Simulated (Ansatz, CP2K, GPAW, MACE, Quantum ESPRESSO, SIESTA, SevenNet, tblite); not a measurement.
# GPAW runs on random packing of Nb14Si86 (at. %) (102 atoms)

Wanted: GPAW inputs and outputs for random packing of Nb14Si86 (at. %) (102 atoms), checked against a plane-wave reference.

Calculated with GPAW 26.7.0; the method is named at each step.

## (1) Set-up

The cell holds 102 atoms: 14 Nb and 88 Si. Its edges and angles: a = 12.543 Å, b = 12.543 Å, c = 12.543 Å, α = 90.0°, β = 90.0°, γ = 90.0°. 102 atoms (14 Nb, 88 Si) packed at random in a cube at 3.17 g/cm³ and pushed apart as soft spheres; a start for melting by ab initio MD, not an equilibrated structure. Then every atom was moved at random, 0.05 Å r.m.s. a Cartesian component.

The yardstick, on the same geometry:

| Item | Value |
| --- | --- |
| method | Kohn-Sham DFT, PBE, PAW, plane waves (Ansatz 0.2.0); cutoff 420 eV, Γ point, fermi-dirac smearing of 0.05 eV; PAW set soft_2 |
| r.m.s. force component | 1.424 eV/Å |
| longest force | 7.005 eV/Å |
| pressure | -1.475 GPa |
| SCF cycles | 9 |
| time | 29 s on 4 threads of Arm Neoverse V2, shared host |
| CPU time | 1.9 min |

## (2) PBE, LCAO sz(dzp), h 0.2 Å

Method: Kohn-Sham DFT, PBE, PAW, atomic orbitals (sz(dzp)).

File run.py:

```python
import numpy as np
from ase.io import read
from gpaw import GPAW, FermiDirac

atoms = read("structure.xyz")
atoms.calc = GPAW(
    mode="lcao",
    basis="sz(dzp)",
    h=0.2,
    xc="PBE",
    kpts={"size": (1, 1, 1), "gamma": True},
    occupations=FermiDirac(0.05),
    maxiter=200,
    symmetry={"point_group": False},
    txt="gpaw.txt",
)
energy = atoms.get_potential_energy(force_consistent=True)
forces = atoms.get_forces()
print(f"energy {energy:.6f} eV")
print("forces (eV/A)")
for i, (a, f) in enumerate(zip(atoms, forces)):
    print(f"{i:4d} {a.symbol:2s} {f[0]:10.5f} {f[1]:10.5f} {f[2]:10.5f}")
print(f"Fermi level {atoms.calc.get_fermi_level():.4f} eV")
for k in range(len(atoms.calc.get_ibz_k_points())):
    for s in range(atoms.calc.get_number_of_spins()):
        e = atoms.calc.get_eigenvalues(kpt=k, spin=s)
        n = np.searchsorted(e, atoms.calc.get_fermi_level())
        print(f"k {k} spin {s} levels about the Fermi level:", np.round(e[max(n - 6, 0):n], 4).tolist(), "|", np.round(e[n:n + 6], 4).tolist())
```

File structure.xyz:

```xyz
102
Lattice="12.54330 0.00000 0.00000 0.00000 12.54330 0.00000 0.00000 0.00000 12.54330" Properties=species:S:1:pos:R:3 pbc="T T T"
Nb 10.64863 4.65632 2.47291
Nb 2.93551 3.56380 1.60730
Nb 9.84649 7.36204 9.26047
Nb 10.23420 5.35135 11.31017
Nb 1.08311 1.56089 9.18082
Nb 4.68292 10.33342 7.05761
Nb 2.71186 11.99528 7.80168
Nb 6.54773 8.55353 5.53009
Nb 10.08983 9.22209 12.03668
Nb 1.30300 7.81811 5.38685
Nb 11.97634 8.49520 10.32389
Nb 3.02306 5.95556 7.27348
Nb 11.46157 1.89818 7.75979
Nb 7.42526 3.66917 0.54714
Si 5.20208 7.37621 7.55784
Si 11.12967 1.78592 10.81245
Si 7.23410 6.80951 3.55791
Si 2.14453 5.81231 2.46476
Si 0.10750 5.91542 11.12051
Si 7.59610 9.66762 11.34090
Si 10.44957 12.36870 12.31928
Si 9.60014 10.31436 1.84675
Si 5.16044 0.87088 5.10751
Si 8.82647 1.54483 12.06201
Si 0.04641 5.77506 1.18120
Si 8.69865 10.65553 6.62086
Si 4.66347 11.58186 0.50386
Si 5.65916 2.73168 10.24273
Si 0.03550 10.78310 0.26792
Si 3.84113 8.25663 5.38333
Si 4.95912 1.06969 7.79554
Si 3.48353 9.67741 10.44330
Si 10.81471 11.51249 5.53285
Si 5.77431 0.00916 9.77111
Si 5.33605 10.70633 4.18670
Si 2.05610 9.41287 7.27135
Si 8.04038 8.54751 1.15198
Si 6.71067 8.81292 2.74184
Si 12.08672 3.29124 4.40947
Si 9.83269 4.05312 8.48090
Si 2.90390 2.30182 7.42839
Si 8.79912 6.53531 1.67754
Si 7.17853 1.96152 8.43738
Si 3.02795 1.04824 0.46837
Si 3.51940 8.91264 0.84993
Si 9.46568 0.50825 2.56360
Si 1.13956 6.97997 8.89383
Si 5.33655 4.96326 1.36898
Si 5.96885 7.15733 10.68037
Si 8.17572 6.83635 7.15232
Si 7.22983 5.49284 9.23049
Si 8.10234 0.43826 4.23537
Si 1.51260 2.06425 3.62978
Si 4.69609 4.24628 8.66228
Si 7.39026 12.09375 1.70777
Si 7.68704 4.83406 5.65314
[... 42 atom lines left out ...]
Si 10.26694 2.66257 0.90826
Si 4.85890 5.77945 11.95652
Si 10.96535 9.98221 3.70328
Si 1.31266 10.18679 10.88583
```

On the command line:

```sh
> OMP_NUM_THREADS=1 python run.py > output.txt
```

Output:

```text
energy -449.159310 eV
forces (eV/A)
   0 Nb   -0.95183    0.23682    1.37266
   1 Nb    2.61333   -1.51522    0.38303
   2 Nb   -0.51180   -0.69204   -0.22440
   3 Nb   -1.62916    1.32857    0.46212
   4 Nb    0.68794    0.14217    0.52030
   5 Nb    0.30854   -0.62985    0.14585
   6 Nb   -0.87472    0.43410    0.18159
   7 Nb    0.45396   -0.31360    0.41101
   8 Nb   -0.60313    0.17666    0.52327
   9 Nb   -0.79619   -0.24682   -0.68063
  10 Nb    1.38885   -1.63491   -0.43873
  11 Nb   -0.92926   -0.31227    0.12976
  12 Nb   -0.18516    1.06378   -0.25405
  13 Nb    0.77410    0.12721    0.44993
  14 Si   -1.57802   -1.08464   -1.18450
  15 Si    0.02391   -1.28407   -5.92469
  16 Si   -0.58257   -3.31628    2.83062
  17 Si    2.80395    1.08353   -0.39648
  18 Si    0.51153    1.64701    0.13799
  19 Si   -0.34844    0.03217   -0.99066
  20 Si    1.71828   -2.82244    1.65169
  21 Si   -0.35307    1.80596   -1.09343
  22 Si    0.60855   -0.32916   -0.61110
  23 Si   -2.39098    2.05234    3.62939
[...]
94 Si    1.40794    0.00926   -2.78268
  95 Si    0.27102    3.45952    3.05828
  96 Si   -0.12914    0.44124    0.66288
  97 Si    1.66974   -0.59448    5.10980
  98 Si   -4.90089    3.69980    3.67446
  99 Si   -4.27601   -2.26861   -4.64663
 100 Si    3.31836    0.33368   -0.97932
 101 Si   -0.56867   -0.99022   -3.12826
Fermi level 6.9428 eV
k 0 spin 0 levels about the Fermi level: [6.7995, 6.8398, 6.8938, 6.9043, 6.9214, 6.936] | [6.9775, 7.0219, 7.0594, 7.1124, 7.1375, 7.1697]
```

gpaw.txt:

```text
Input parameters:
  mode=LCAO(),
  basis={'default': 'sz(dzp)'},
  h=0.2,
  kpts=MonkhorstPack(size=(1, 1, 1), gamma=True),
  maxiter=200,
  occupations=Occupations(name='fermi-dirac', width=0.05, fixmagmom=False),
  symmetry=Symmetry(point_group=False),
  xc=XC(name='PBE')
Unit cell  # Å
| periodic |         x |         y |         z |   lengths |    angles |
|----------|-----------|-----------|-----------|-----------|-----------|
|      yes | 12.543300 |  0.000000 |  0.000000 | 12.543300 | 90.000000 |
|      yes |  0.000000 | 12.543300 |  0.000000 | 12.543300 | 90.000000 |
|      yes |  0.000000 |  0.000000 | 12.543300 | 12.543300 | 90.000000 |
Number of symmetries: 1
Symmetry operations  # r_c * U_cc + t_c -> r_c
|   | kind |            matrix            |
|---|------|------------------------------|
| 0 |  E   |  1, 0, 0,  0, 1, 0,  0, 0, 1 |
BZ-sampling:
  Number of BZ points: 1
  Number of IBZ points: 1
  Monkhorst-Pack size: [1, 1, 1]
  Monkhorst-Pack shift: [0, 0, 0]
[... lines left out ...]
  Fermi-Dirac:
[... lines left out ...]
    Stencil: 6*3+1=19 point O(h^6) finite-difference Laplacian
xc functional:
  name: PBE with 2 nearest neighbor stencil
interpolation: tri-quintic # 5. degree polynomial
Initialization done in: 11.644 s
convergence criteria:
- Maximum [total energy] change in last 3 cyles: 0.0005 eV / valence electron
- Maximum integral of absolute [dens]ity change: 0.0001 electrons / valence electron
- Maximum integral of absolute [eigenst]ate change: 4e-08 eV^2 / valence electron
maximum number of iterations: 200
SCF iterations
|iter     |      energy | eigst |  dens |
|---------|-------------|-------|-------|
|iter:   1| -464.184888 |      c|       |
|iter:   2| -458.616785 |      c| -1.10 |
|iter:   3| -462.661894 |      c| -1.16 |
|iter:   4| -457.852356 |      c| -1.16 |
[...]
|iter:   8| -449.231396 |      c| -1.74 |
|iter:   9| -449.063135 |      c| -1.86 |
|iter:  10| -448.969494c|      c| -2.04 |
|iter:  11| -448.958382c|      c| -2.21 |
|iter:  12| -448.917331c|      c| -2.30 |
[...]
|iter:  23| -448.901707c|      c| -3.75 |
|iter:  24| -448.901625c|      c| -3.92 |
|iter:  25| -448.901662c|      c| -4.20c|
Converged in 25 steps
SCF loop duration: 225.933 s (9.037 s/step)
Energy contributions relative to reference atoms: (reference = -2148684.363067)
Energy contributions:
  Kinetic:         642.810635
  Coulomb:        -526.906393
  Zero:             -0.433554
  External:          0.000000
  Xc:             -564.114702
  Entropy:          -0.515296
  Spinorbit:         0.000000
  ----------------------------
  Free energy:    -449.159310
  Extrapolated:   -448.901662
dipole moment: (-33.643912, -7.083668, 87.172967)  # |e|*Ang
Fermi level: 6.943
Eigenvalues  # (at kpt = [0.000, 0.000, 0.000])
| band index |      eig [eV] | occ [0-2] |
|------------|---------------|-----------|
|          0 |       -48.693 |     2.000 |
|        ... |               |           |
|        260 |         6.719 |     1.978 |
|        261 |         6.759 |     1.950 |
[...]
|        275 |         7.256 |     0.004 |
|        ... |               |           |
|        324 |         8.908 |     0.000 |
Gap: 0.041 eV
Transition (v -> c):
  (s=0, k=0, n=267, [0.00, 0.00, 0.00]) -> (s=0, k=0, n=268, [0.00, 0.00, 0.00])
No difference between direct/indirect transitions
Force computation time: 19.565  # s
timing:  # [seconds]
  Total:  257.181  # ━━━━━━━━━━━━━━━━━━━━━━━━━━━━━━━━━━━━━━━━━━━━━━━━━━━━━━━━
  Init:    11.644  # ━━╸
  SCF:    225.933  # ━━━━━━━━━━━━━━━━━━━━━━━━━━━━━━━━━━━━━━━━━━━━━━━━━
  Forces:  19.565  # ━━━━╸
```

The job ended after 4.3 min (1 thread of Arm Neoverse V2, shared host; peak memory 2 GiB).

Banners, paths, timers and routine set-up lines are dropped from the logs unmarked, and long logs keep their key lines alone; longer cuts are marked.

Against the reference:

| Property | Result |
| --- | --- |
| r.m.s. force component | 2.225 eV/Å |
| r.m.s. difference of force components | 910.1 meV/Å |
| longest difference of force vectors | 4186 meV/Å |
| force difference over r.m.s. force | 63.9 % |
| slope of forces against the reference's | 1.516 |
| correlation of force components | 0.9705 |

This is a coarse setting, run to see what it loses.

Length of the force difference by element (eV/Å):

```tsv
element	atoms	mean	most
Nb	14	0.42	0.85
Si	88	1.5	4.2
```

The surroundings of Si77, picked at random, nearest first, numbered as they follow in the input and with coordinates relative to it.

```tsv
atom	x	y	z	distance (Å)	Fx	Fy	Fz (eV/Å)
Si77	0.00	0.00	0.00	0.00	-1.87	1.20	2.50
Si18	1.56	0.24	-1.59	2.24	2.80	1.08	-0.40
Si39	-1.05	-2.28	0.35	2.53	0.56	1.89	1.22
Nb10	0.71	2.25	1.33	2.71	-0.80	-0.25	-0.68
Si75	-0.16	-1.94	-2.15	2.90	0.52	-1.07	-0.97
Si87	-1.16	-0.52	2.64	2.93	0.19	-3.62	-0.15
Si25	-0.54	0.20	-2.88	2.93	-1.72	2.07	-1.15
Nb1	-2.48	-0.92	-1.58	3.08	-0.95	0.24	1.37
Si83	2.03	-1.86	1.72	3.24	-3.89	2.73	0.36
Si97	0.01	3.14	-1.11	3.33	-0.13	0.44	0.66
```

Atoms are counted from 1 here, from 0 in the log.

Forces lie 64 % from the reference's, at 2.3 times its CPU time (on 1 against 4 cores).

The difference per atom is largest on Si (1.5 eV/Å on average, against 0.42 on Nb).

## (3) PBE, LCAO dzp, h 0.25 Å

Method: Kohn-Sham DFT, PBE, PAW, atomic orbitals (dzp).

Edit run.py of step 2 so:

```diff
@@ -7,4 +7,4 @@
     mode="lcao",
-    basis="sz(dzp)",
-    h=0.2,
+    basis="dzp",
+    h=0.25,
     xc="PBE",
```

structure.xyz is that of step 2.

Output:

```text
energy -532.225885 eV
forces (eV/A)
   0 Nb   -0.52844    0.33384    1.02069
   1 Nb    2.07952   -1.15237    0.24655
   2 Nb   -0.78020   -0.70553   -0.39750
   3 Nb   -1.62475    1.02767    0.45501
   4 Nb    0.58523    0.45783    0.83395
   5 Nb    0.41034   -0.83939    0.02819
   6 Nb   -0.72985    0.73766    0.07872
   7 Nb    0.35199   -0.12680    0.01670
   8 Nb   -1.13825    0.34035    0.93831
   9 Nb   -0.53931    0.07515   -0.75906
  10 Nb    1.84587   -1.67421   -0.40236
  11 Nb   -0.77560   -0.36447    0.14189
[...]
97 Si    0.76869   -0.72554    3.25501
  98 Si   -3.82751    2.01065    2.82572
  99 Si   -2.88204   -1.84316   -2.94189
 100 Si    2.32261   -0.00336   -0.58136
 101 Si   -0.17519   -0.25391   -1.50702
Fermi level 6.5591 eV
k 0 spin 0 levels about the Fermi level: [6.4264, 6.4607, 6.4776, 6.5122, 6.527, 6.5575] | [6.6306, 6.6447, 6.6746, 6.7155, 6.7441, 6.7527]
```

gpaw.txt:

```text
Input parameters:
  mode=LCAO(),
  basis={'default': 'dzp'},
  h=0.25,
  kpts=MonkhorstPack(size=(1, 1, 1), gamma=True),
  maxiter=200,
  occupations=Occupations(name='fermi-dirac', width=0.05, fixmagmom=False),
  symmetry=Symmetry(point_group=False),
  xc=XC(name='PBE')
[... lines left out ...]
  Fermi-Dirac:
[... lines left out ...]
convergence criteria:
- Maximum [total energy] change in last 3 cyles: 0.0005 eV / valence electron
[... lines left out ...]
Converged in 26 steps
[... lines left out ...]
  Free energy:    -532.225885
[... lines left out ...]
Fermi level: 6.559
[... lines left out ...]
|          0 |       -48.895 |     2.000 |
|        ... |               |           |
|        260 |         6.355 |     1.967 |
|        261 |         6.394 |     1.929 |
[...]
|        275 |         6.844 |     0.007 |
|        ... |               |           |
|        324 |         8.396 |     0.000 |
Gap: 0.073 eV
Transition (v -> c):
  (s=0, k=0, n=267, [0.00, 0.00, 0.00]) -> (s=0, k=0, n=268, [0.00, 0.00, 0.00])
No difference between direct/indirect transitions
Force computation time: 72.107  # s
timing:  # [seconds]
  Total:  798.350  # ━━━━━━━━━━━━━━━━━━━━━━━━━━━━━━━━━━━━━━━━━━━━━━━━━━━━━━━━
  Init:    12.243  # ━
  SCF:    713.957  # ━━━━━━━━━━━━━━━━━━━━━━━━━━━━━━━━━━━━━━━━━━━━━━━━━━
  Forces:  72.107  # ━━━━━
```

Wall time 13 min (1 thread); peak memory 1.5 GiB.

Numbers from this run, and their distance from the reference:

```yaml
r_m_s_force_component: 1.518 eV/Å
r_m_s_difference_of_force_components: 106.6 meV/Å
longest_difference_of_force_vectors: 474 meV/Å
force_difference_over_r_m_s_force: 7.488 %
slope_of_forces_against_the_reference_s: 1.065
correlation_of_force_components: 0.9994
```

This is a coarse setting, run to see what it loses.

Against the first run (64 %), the force difference from the reference is 7.5 %, at 3.1 times the CPU time.

## (4) All runs compared

Differences are against the plane-wave reference, forces as r.m.s. over components; share is that over the reference's r.m.s. force, slope the least-squares factor from reference forces to these. Total energies of different programs have different zeros and aren't compared.

```tsv
run	Δ force, r.m.s. (meV/Å)	share (%)	slope	cores	CPU time	memory (GiB)
reference	-	-	-	4	1.9 min	2.4
GPAW PBE, LCAO sz(dzp), h 0.2 Å (coarse)	910	63.9	1.516	1	4.3 min	2.0
GPAW PBE, LCAO dzp, h 0.25 Å (coarse)	107	7.49	1.065	1	13 min	1.5
```

Rows marked coarse were listed beforehand as settings not expected to be converged; some can still land near the reference.

CPU time is summed over cores on a shared host, where runs went side by side, so it is rough. Symmetry, cutoffs, thresholds, outputs and thread counts weren't matched or tuned between programs; memory under MPI is the largest rank's times the ranks.

Further runs of this program without a result: GPAW PBE, LCAO dzp, h 0.2 Å (cut off at its time limit); GPAW revPBE, LCAO dzp, h 0.2 Å (cut off at its time limit).

## (5) Results

* nearest in forces: GPAW PBE, LCAO dzp, h 0.25 Å (coarse), 7.5 %
* its CPU time: 13 min

In words: Runs with settings chosen to be coarse differ by 7.5 % (GPAW PBE, LCAO dzp, h 0.25 Å) to 64 % (GPAW PBE, LCAO sz(dzp), h 0.2 Å), their programs' other errors included. None of the electronic-structure runs in the table takes under half the reference's CPU time of 1.9 min; they take 2.3 to 7.2 times as much. GPAW PBE, LCAO sz(dzp), h 0.2 Å stiffens the forces by a factor of 1.52 while following their directions (correlation 0.971); the slopes of the 2 GPAW runs lie between 1.07 and 1.52; the difference isn't even, but is largest on one element. The electronic-structure runs sample only Γ, in a cell whose shortest periodic width is 13 Å, which is coarse for a cell with partly filled levels.

[Also dropped from logs without a mark: logging warnings of Python, and SIESTA's first energy breakdown and zero terms.]

[Logs are printed without paths, hosts, clocks, repeated set-up lines and the standing remarks that a program may print on its own settings, such as how far it seeks lower states.]

[Hosts, paths, dates, database ids (printed as entryN), source tags and the programs' standing remarks are cut or masked in the printed files.]
